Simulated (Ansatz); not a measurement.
# Work function of Ru(0001): what the settings cost and change, part 2 of 2

How thick a slab and how much vacuum does the work function of Ru(0001) need?

Ansatz 0.2.0; plane-wave DFT, PBE, Ansatz PAW.

So far, work function, upper face (eV): step 2 (slab, setting 1 layer) 5.70; step 4 (slab, 3 atoms) 5.00; step 5 (run, 4 atoms) 5.09; step 6 (run, 5 atoms) 5.04; step 7 (run, 6 atoms) 5.06.

### 8. Slab, 8 atoms

System of this step: Ru(0001). The cell holds 8 atoms: 8 Ru. Its edges and angles: a = 2.700 Å, b = 2.700 Å, c = 32.969 Å, α = 90.0°, β = 90.0°, γ = 60.0°. Vacuum lies along c.

The input, input.yaml:

```yaml
crystal:
  lattice:
    - [2.7, 0.0, 0.0]
    - [1.35, 2.3382685902, 0.0]
    - [0.0, 0.0, 32.9688]
  atoms:
    - { symbol: Ru, position: [0.6666666667, 0.6666666667, 0.272985368] }
    - { symbol: Ru, position: [0.0, 0.0, 0.3378466914] }
    - { symbol: Ru, position: [0.6666666667, 0.6666666667, 0.4027080149] }
    - { symbol: Ru, position: [0.0, 0.0, 0.4675693383] }
    - { symbol: Ru, position: [0.6666666667, 0.6666666667, 0.5324306617] }
    - { symbol: Ru, position: [0.0, 0.0, 0.5972919851] }
    - { symbol: Ru, position: [0.6666666667, 0.6666666667, 0.6621533086] }
    - { symbol: Ru, position: [0.0, 0.0, 0.727014632] }
kpoints:
  mp_grid: { grid: [17, 17, 1] }
hamiltonian:
  xc: pbe
scf:
  occupations: { method: fermi_dirac, width: 0.1 }
  convergence: { dr2_threshold: 1.0e-09 }
efield:
  axis: 3
  dipole_correction: true
  ramp_position: 0.97
  ramp_width: 0.06
output:
  write_potential: true
  write_density: true
  volumetric_format: npy
```

The run is started by

```
$ ansatz run input.yaml --threads 2 --pin off --max-ram 3072MiB --backend cpu --events-out ev --progress --plain --runs-dir out
```

Numbers of over 12 decimals in the logs are rounded to 6 here.

Output:

```text
[...]
Crystal: 8 atoms, lattice volume = 208.143 Å³
Basis set: ecut = 420 eV, 4137 PW (Γ)
Bands: 77, of which v1, the nominal top of the filled ones, is band 64 counted from 1 (63 counted from 0)
Symmetry: 6 space group operations
k-points: 33 of 289 (time reversal used)
[...]
k-point 0: bands = [... 60 lower, 7.9782, 8.6004, 8.7092, 8.7092, 9.1666, 9.1666, 9.7201, 9.7201, ... 9 higher]
  k-point 1: bands = [... 60 lower, 8.0676, 8.5223, 8.6304, 8.6558, 9.1132, 9.1265, 9.3902, 9.6857, ... 9 higher]
  k-point 2: bands = [... 60 lower, 8.2820, 8.3222, 8.3526, 8.6025, 8.8692, 8.9503, 9.0610, 9.3124, ... 9 higher]
  k-point 32: bands = [... 60 lower, 8.9608, 9.5813, 10.3605, 10.5178, 10.5257, 10.8285, 10.9580, 11.0549, ... 9 higher]
[key lines of the parts left out:]
SCF converged after 10 iterations
Free energy (F): -47027.491027 eV
Fermi energy:    9.896481 eV
Dipole field:    D = 0.000002 V/Å  (p = 0.000003 e·Å, saw-weighted, corrected)
Work function:   Φ+ = 5.0624 eV   Φ− = 5.0626 eV
```

Run time: 2.1 min. Hardware: 2 threads of Arm Neoverse N1, shared host; peak memory 0.81 GiB; 2.4 min of CPU time.

The work function is 5.062 eV, -0.000 eV from the run “6 layers”, at 1.6 times its CPU time.

### 9. Slab, 10 atoms

System of this step: Ru(0001). The cell holds 10 atoms: 10 Ru. Cell: a = 2.700 Å, b = 2.700 Å, c = 37.246 Å, α = 90.0°, β = 90.0°, γ = 60.0°. Vacuum lies along c.

input.yaml, the sections that differ from step 8:

```yaml
crystal:
  lattice:
    - [2.7, 0.0, 0.0]
    - [1.35, 2.3382685902, 0.0]
    - [0.0, 0.0, 37.2456]
  atoms:
    - { symbol: Ru, position: [0.6666666667, 0.6666666667, 0.2416392809] }
    - { symbol: Ru, position: [0.0, 0.0, 0.299052774] }
    - { symbol: Ru, position: [0.6666666667, 0.6666666667, 0.3564662672] }
    - { symbol: Ru, position: [0.0, 0.0, 0.4138797603] }
    - { symbol: Ru, position: [0.6666666667, 0.6666666667, 0.4712932534] }
    - { symbol: Ru, position: [0.0, 0.0, 0.5287067466] }
    - { symbol: Ru, position: [0.6666666667, 0.6666666667, 0.5861202397] }
    - { symbol: Ru, position: [0.0, 0.0, 0.6435337328] }
    - { symbol: Ru, position: [0.6666666667, 0.6666666667, 0.700947226] }
    - { symbol: Ru, position: [0.0, 0.0, 0.7583607191] }
# kpoints, hamiltonian, scf, efield, output: as in step 8
```

Output:

```text
[...]
Crystal: 10 atoms, lattice volume = 235.144 Å³
Basis set: ecut = 420 eV, 4631 PW (Γ)
Bands: 96, of which v1, the nominal top of the filled ones, is band 80 counted from 1 (79 counted from 0)
Symmetry: 6 space group operations
k-points: 33 of 289 (time reversal used)
[...]
k-point 1: bands = [... 76 lower, 9.8576, 10.1303, 10.1630, 10.4644, 10.5168, 10.5987, 10.9480, 10.9561, ... 12 higher]
  k-point 2: bands = [... 76 lower, 9.8397, 9.9072, 10.0564, 10.0989, 10.4395, 10.4504, 10.5330, 10.7960, ... 12 higher]
  k-point 32: bands = [... 76 lower, 10.9502, 11.5673, 12.0950, 12.1030, 12.2222, 12.3866, 12.4757, 12.5833, ... 12 higher]
[key lines of the parts left out:]
SCF converged after 11 iterations
Free energy (F): -58784.879435 eV
Fermi energy:    11.488348 eV
Dipole field:    D = 0.000008 V/Å  (p = 0.000011 e·Å, saw-weighted, corrected)
Work function:   Φ+ = 5.0598 eV   Φ− = 5.0602 eV
```

It took 3.1 min on 2 threads; peak memory 1 GiB.

The work function is 5.060 eV, -0.003 eV from the run “8 layers”, at 1.6 times its CPU time.

### 10. Run, 13 atoms

System of this step: Ru(0001). The cell holds 13 atoms: 13 Ru. Cell: a = 2.700 Å, b = 2.700 Å, c = 43.661 Å, α = 90.0°, β = 90.0°, γ = 60.0°. Vacuum lies along c.

input.yaml, the sections that differ from step 9:

```yaml
crystal:
  lattice:
    - [2.7, 0.0, 0.0]
    - [1.35, 2.3382685902, 0.0]
    - [0.0, 0.0, 43.6608]
  atoms:
    - { symbol: Ru, position: [0.0, 0.0, 0.2061345646] }
    - { symbol: Ru, position: [0.6666666667, 0.6666666667, 0.2551121372] }
    - { symbol: Ru, position: [0.0, 0.0, 0.3040897098] }
    - { symbol: Ru, position: [0.6666666667, 0.6666666667, 0.3530672823] }
    - { symbol: Ru, position: [0.0, 0.0, 0.4020448549] }
    - { symbol: Ru, position: [0.6666666667, 0.6666666667, 0.4510224274] }
    - { symbol: Ru, position: [0.0, 0.0, 0.5] }
    - { symbol: Ru, position: [0.6666666667, 0.6666666667, 0.5489775726] }
    - { symbol: Ru, position: [0.0, 0.0, 0.5979551451] }
    - { symbol: Ru, position: [0.6666666667, 0.6666666667, 0.6469327177] }
    - { symbol: Ru, position: [0.0, 0.0, 0.6959102902] }
    - { symbol: Ru, position: [0.6666666667, 0.6666666667, 0.7448878628] }
    - { symbol: Ru, position: [0.0, 0.0, 0.7938654354] }
# kpoints, hamiltonian, scf, efield, output: as in step 9
```

Output:

```text
[...]
Crystal: 13 atoms, lattice volume = 275.645 Å³
Basis set: ecut = 420 eV, 5455 PW (Γ)
Bands: 125, of which v1, the nominal top of the filled ones, is band 104 counted from 1 (103 counted from 0)
Symmetry: 6 space group operations
k-points: 33 of 289 (time reversal used)
[...]
k-point 1: bands = [... 100 lower, 11.8607, 11.8951, 12.1214, 12.1398, 12.2023, 12.4513, 12.4762, 12.7108, ... 17 higher]
  k-point 2: bands = [... 100 lower, 11.7077, 11.8154, 11.8269, 11.8291, 12.0670, 12.2774, 12.2925, 12.3788, ... 17 higher]
  k-point 32: bands = [... 100 lower, 13.2510, 13.7646, 13.8961, 13.9023, 14.1642, 14.2182, 14.2459, 14.2930, ... 17 higher]
[key lines of the parts left out:]
SCF converged after 11 iterations
Free energy (F): -76420.968947 eV
Fermi energy:    13.279850 eV
Dipole field:    D = -0.000001 V/Å  (p = -0.000001 e·Å, saw-weighted, corrected)
Work function:   Φ+ = 5.0636 eV   Φ− = 5.0636 eV
```

It took 4.2 min on 2 threads; peak memory 1.4 GiB.

The work function is 5.064 eV, +0.004 eV from the run “10 layers”, at 1.7 times its CPU time.

### 11. Run, 7 atoms

System of this step: Ru(0001). The cell holds 7 atoms: 7 Ru. Its edges and angles: a = 2.700 Å, b = 2.700 Å, c = 22.830 Å, α = 90.0°, β = 90.0°, γ = 60.0°. Vacuum lies along c.

input.yaml, the sections that differ from step 10:

```yaml
crystal:
  lattice:
    - [2.7, 0.0, 0.0]
    - [1.35, 2.3382685902, 0.0]
    - [0.0, 0.0, 22.8304]
  atoms:
    - { symbol: Ru, position: [0.0, 0.0, 0.2190062373] }
    - { symbol: Ru, position: [0.6666666667, 0.6666666667, 0.3126708249] }
    - { symbol: Ru, position: [0.0, 0.0, 0.4063354124] }
    - { symbol: Ru, position: [0.6666666667, 0.6666666667, 0.5] }
    - { symbol: Ru, position: [0.0, 0.0, 0.5936645876] }
    - { symbol: Ru, position: [0.6666666667, 0.6666666667, 0.6873291751] }
    - { symbol: Ru, position: [0.0, 0.0, 0.7809937627] }
# kpoints, hamiltonian, scf, efield, output: as in step 10
```

Output:

```text
[...]
Crystal: 7 atoms, lattice volume = 144.136 Å³
Basis set: ecut = 420 eV, 2855 PW (Γ)
Bands: 68, of which v1, the nominal top of the filled ones, is band 56 counted from 1 (55 counted from 0)
Symmetry: 6 space group operations
k-points: 33 of 289 (time reversal used)
[...]
k-point 1: bands = [... 52 lower, 12.0310, 12.1973, 12.6230, 12.6590, 13.1516, 13.2099, 13.2131, 13.8534, ... 8 higher]
  k-point 2: bands = [... 52 lower, 12.1045, 12.2959, 12.2981, 12.6070, 12.7928, 12.9335, 13.1463, 13.3184, ... 8 higher]
  k-point 32: bands = [... 52 lower, 12.7397, 13.2756, 14.1242, 14.4671, 14.4689, 14.7983, 14.9345, 14.9637, ... 8 higher]
[key lines of the parts left out:]
SCF converged after 10 iterations
Free energy (F): -41148.797728 eV
Fermi energy:    13.848402 eV
Dipole field:    D = -0.000000 V/Å  (p = -0.000000 e·Å, saw-weighted, corrected)
Work function:   Φ+ = 5.0601 eV (in doubt: plateau slope 5.8e-2 eV/Å)   Φ− = 5.0628 eV (in doubt: plateau slope 4.1e-2 eV/Å)
```

It took 62 s on 2 threads; peak memory 0.59 GiB.

The work function is 5.060 eV. The program marks this work function as in doubt.

### 12. Slab, 7 atoms

The cell differs from the one that the last finished run ended in (c 22.830 → 26.830 Å).

input.yaml, the sections that differ from step 11:

```yaml
crystal:
  lattice:
    - [2.7, 0.0, 0.0]
    - [1.35, 2.3382685902, 0.0]
    - [0.0, 0.0, 26.8304]
  atoms:
    - { symbol: Ru, position: [0.0, 0.0, 0.2608980858] }
    - { symbol: Ru, position: [0.6666666667, 0.6666666667, 0.3405987238] }
    - { symbol: Ru, position: [0.0, 0.0, 0.4202993619] }
    - { symbol: Ru, position: [0.6666666667, 0.6666666667, 0.5] }
    - { symbol: Ru, position: [0.0, 0.0, 0.5797006381] }
    - { symbol: Ru, position: [0.6666666667, 0.6666666667, 0.6594012762] }
    - { symbol: Ru, position: [0.0, 0.0, 0.7391019142] }
# kpoints, hamiltonian, scf, efield, output: as in step 11
```

Output:

```text
[...]
Crystal: 7 atoms, lattice volume = 169.389 Å³
Basis set: ecut = 420 eV, 3347 PW (Γ)
Bands: 68, of which v1, the nominal top of the filled ones, is band 56 counted from 1 (55 counted from 0)
Symmetry: 6 space group operations
k-points: 33 of 289 (time reversal used)
[...]
k-point 1: bands = [... 52 lower, 9.2115, 9.3782, 9.8036, 9.8396, 10.3312, 10.3905, 10.3936, 11.0340, ... 8 higher]
  k-point 2: bands = [... 52 lower, 9.2852, 9.4765, 9.4787, 9.7876, 9.9730, 10.1144, 10.3269, 10.4983, ... 8 higher]
  k-point 32: bands = [... 52 lower, 9.9203, 10.4562, 11.3047, 11.6477, 11.6494, 11.9788, 12.1151, 12.1442, ... 8 higher]
[key lines of the parts left out:]
SCF converged after 10 iterations
Free energy (F): -41148.797604 eV
Fermi energy:    11.029008 eV
Dipole field:    D = -0.000001 V/Å  (p = -0.000001 e·Å, saw-weighted, corrected)
Work function:   Φ+ = 5.0664 eV   Φ− = 5.0663 eV
```

Run time: 62 s. Hardware: 2 threads; peak memory 0.64 GiB.

The work function is 5.066 eV, +0.006 eV from the run “7 layers, 10 Å of vacuum”, at 1.2 times its CPU time.

### 13. Run, 7 atoms (run 2)

The cell differs from the one that the last finished run ended in (c 26.830 → 38.830 Å).

input.yaml, the sections that differ from step 12:

```yaml
crystal:
  lattice:
    - [2.7, 0.0, 0.0]
    - [1.35, 2.3382685902, 0.0]
    - [0.0, 0.0, 38.8304]
  atoms:
    - { symbol: Ru, position: [0.0, 0.0, 0.3347892373] }
    - { symbol: Ru, position: [0.6666666667, 0.6666666667, 0.3898594915] }
    - { symbol: Ru, position: [0.0, 0.0, 0.4449297458] }
    - { symbol: Ru, position: [0.6666666667, 0.6666666667, 0.5] }
    - { symbol: Ru, position: [0.0, 0.0, 0.5550702542] }
    - { symbol: Ru, position: [0.6666666667, 0.6666666667, 0.6101405085] }
    - { symbol: Ru, position: [0.0, 0.0, 0.6652107627] }
# kpoints, hamiltonian, scf, efield, output: as in step 12
```

Output:

```text
[...]
Crystal: 7 atoms, lattice volume = 245.149 Å³
Basis set: ecut = 420 eV, 4863 PW (Γ)
Bands: 68, of which v1, the nominal top of the filled ones, is band 56 counted from 1 (55 counted from 0)
Symmetry: 6 space group operations
k-points: 33 of 289 (time reversal used)
[...]
k-point 0: bands = [... 52 lower, 4.1451, 4.3922, 4.9155, 4.9155, 5.4580, 5.4580, 5.6167, 6.0921, ... 8 higher]
  k-point 1: bands = [... 52 lower, 4.2377, 4.4043, 4.8297, 4.8657, 5.3573, 5.4166, 5.4198, 6.0601, ... 8 higher]
  k-point 2: bands = [... 52 lower, 4.3113, 4.5026, 4.5048, 4.8137, 4.9991, 5.1406, 5.3530, 5.5245, ... 8 higher]
  k-point 32: bands = [... 52 lower, 4.9464, 5.4823, 6.3308, 6.6738, 6.6756, 7.0050, 7.1412, 7.1704, ... 8 higher]
[key lines of the parts left out:]
SCF converged after 10 iterations
Free energy (F): -41148.797612 eV
Fermi energy:    6.055136 eV
Dipole field:    D = -0.000001 V/Å  (p = -0.000001 e·Å, saw-weighted, corrected)
Work function:   Φ+ = 5.0661 eV   Φ− = 5.0660 eV
```

Elapsed: 81 s, on 2 threads; peak memory 0.83 GiB.

The work function is 5.066 eV, -0.000 eV from the run “7 layers, 14 Å of vacuum”, at 1.3 times its CPU time.

### 14. Comparing the runs

Times are for 2 threads of Arm Neoverse N1, shared host. The runs compared:

```csv
no.,setting,"work function, upper face (eV)",time,memory (GiB)
1,1 layer,5.702,11 s,0.37
2,2 layers,5.085,18 s,0.42
3,3 layers,4.996,34 s,0.42
4,4 layers,5.087,35 s,0.47
5,5 layers,5.040,57 s,0.53
6,6 layers,5.062,84 s,0.61
7,8 layers,5.062,2.1 min,0.81
8,10 layers,5.060,3.1 min,1.0
9,13 layers,5.064,4.2 min,1.4
10,"7 layers, 10 Å of vacuum",5.060,62 s,0.59
11,"7 layers, 14 Å of vacuum",5.066,62 s,0.64
12,"7 layers, 26 Å of vacuum",5.066,81 s,0.83
```

### 15. Varying the input

System of this step: Ru(0001) monolayer. The cell holds 1 atom: 1 Ru. Cell: a = 2.700 Å, b = 2.700 Å, c = 18.000 Å, α = 90.0°, β = 90.0°, γ = 60.0°. Vacuum lies along c.

An input spoilt on purpose, to show how the run answers: it repeats the earlier run “1 layer” with efield.axis from 3 to 0, and scf.max_iter set to 75; its output block differs too.

input.yaml, the sections that differ from step 13:

```yaml
crystal:
  lattice:
    - [2.7, 0.0, 0.0]
    - [1.35, 2.3382685902, 0.0]
    - [0.0, 0.0, 18.0]
  atoms:
    - { symbol: Ru, position: [0.6666666667, 0.6666666667, 0.5] }
scf:
  occupations: { method: fermi_dirac, width: 0.1 }
  convergence: { dr2_threshold: 1.0e-09 }
  max_iter: 75
efield:
  axis: 0
  dipole_correction: true
  ramp_position: 0.97
  ramp_width: 0.06
# kpoints, hamiltonian, output: as in step 13
```

Output:

```text
Error: invalid value for `efield.axis`: must be in [1, 3]; got 0
```

Run time: 0.05 s. Hardware: 2 threads; peak memory 0.06 GiB.

The program refused the input before any cycle.

The program's message: “Error: invalid value for `efield.axis`: must be in [1, 3]; got 0”

The fault put into the input: an axis of 0, outside the range 1 to 3.

### 16. Summary of results

```
work function, 1 layer   : 5.702 eV
work function, 3 layers  : 4.996 eV
work function, 6 layers  : 5.062 eV
work function, 13 layers : 5.064 eV
```

In words: The thickest slab gives 5.06 eV, and the settings tried spread the value from 5.00 to 5.70 eV. At 18 Å of vacuum, the slabs from 4 layers on stay within 0.03 eV of the thickest. Going from 10 to 26 Å of vacuum moves it by 0.006 eV. The program marks the value as in doubt in “7 layers, 10 Å of vacuum”. The ladder's slabs use the tabulated experimental lattice constant (two decimals; a low-temperature value for the alkali metals). The main runs have no spin polarisation; a magnetic state could lie lower and would change these results. In 1 run of the series (7 layers, 10 Å of vacuum) the program warns that electrons reach the sawtooth's ramp, which makes dipole and work function less sure.

[Logs are printed without paths, hosts, clocks, repeated set-up lines and the standing remarks that a program may print on its own settings, such as how far it seeks lower states.]

[Hosts, paths, dates, database ids (printed as entryN), source tags and the programs' standing remarks are cut or masked in the printed files.]

[Maps of the electrostatic potential energy from Ansatz leave out the sawtooth potential of an applied field or a dipole correction, so their vacuum need not be flat; planar profiles and work functions include it.]
